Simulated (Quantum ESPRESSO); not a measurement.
The Zn K edge of atom 3 in ZnGeO3 (R-3), with 3 O at 2.02 Å and 3 O at 2.34 Å (6-fold, site symmetry 3), was computed in 2 ways: full core hole (charged cell) and no core hole. Program and functional: Quantum ESPRESSO XSpectra, PBEsol, Lorentzian half width 0.83 eV up to 4 eV, rising linearly to 1.75 eV at 25 eV (not a setting of the program: the run's 0.4 eV curve was folded afterwards with a further Lorentzian); cells of 10 atoms.

Each run is counted from its own lowest empty level or Fermi level and scaled to a mean of 1 over its first 20 eV. (XSpectra's own axis starts at xe0, in the gap; it has been shifted.)

```csv
E (eV),run 1,run 2
-2.0,0.07,0.06
-1.5,0.07,0.06
-1.0,0.08,0.07
-0.5,0.09,0.08
0.0,0.10,0.09
0.5,0.12,0.10
1.0,0.14,0.11
1.5,0.16,0.13
2.0,0.20,0.16
2.5,0.26,0.19
3.0,0.32,0.25
3.5,0.41,0.30
4.0,0.52,0.32
4.5,0.59,0.35
5.0,0.70,0.41
5.5,0.91,0.53
6.0,1.25,0.71
6.5,1.61,0.88
7.0,1.82,1.01
7.5,1.95,1.13
8.0,1.98,1.28
8.5,1.92,1.45
9.0,1.85,1.59
9.5,1.77,1.72
10.0,1.66,1.82
10.5,1.49,1.82
11.0,1.32,1.69
11.5,1.16,1.49
12.0,1.03,1.30
12.5,0.95,1.21
13.0,0.96,1.23
13.5,1.01,1.28
14.0,1.06,1.33
14.5,1.08,1.34
15.0,1.06,1.33
15.5,1.01,1.30
16.0,0.97,1.28
16.5,0.94,1.26
17.0,0.91,1.23
17.5,0.88,1.19
18.0,0.86,1.16
18.5,0.85,1.15
19.0,0.86,1.15
19.5,0.85,1.14
20.0,0.84,1.11
20.5,0.81,1.07
21.0,0.79,1.02
21.5,0.77,0.97
22.0,0.75,0.94
22.5,0.73,0.91
23.0,0.71,0.89
23.5,0.70,0.88
24.0,0.70,0.87
24.5,0.70,0.86
25.0,0.70,0.86
25.5,0.70,0.88
26.0,0.71,0.89
26.5,0.72,0.91
27.0,0.72,0.93
27.5,0.72,0.93
28.0,0.72,0.93
28.5,0.72,0.93
29.0,0.72,0.92
29.5,0.72,0.91
30.0,0.72,0.90
30.5,0.73,0.90
31.0,0.74,0.90
31.5,0.75,0.90
32.0,0.76,0.90
```

**Question.** Which run is which?

Run 1: full core hole (charged cell) (area from −2 to 6 eV 2.6, main maxima 7.9 eV (1.98) and 14.4 eV (1.08)). Run 2: no core hole (area from −2 to 6 eV 1.8, main maxima 10.2 eV (1.83) and 14.5 eV (1.34)). With each curve scaled to its own mean, the area from −2 to 6 eV with the hole is 2.6 against 1.8, and the centre of weight from −1 to 20 eV moves by -1.3 eV: the hole pulls the absorber's empty states down.

[Banner, clock and machine lines of the logs are left out without a mark of their own.]

[Logs are printed without paths, hosts, clocks, repeated set-up lines and the standing remarks that a program may print on its own settings, such as how far it seeks lower states.]

[Hosts, paths, dates, database ids (printed as entryN), source tags and the programs' standing remarks are cut or masked in the printed files.]

[Lists of maxima count a maximum above −3 eV only where it reaches 4 % of the highest in the window and stands out from its surroundings by 2 % of it (1.5 % where it reaches 55 %); shoulders and weaker maxima are passed over, and of the rest the first, up to two pre-edge ones and the few strongest are named.]
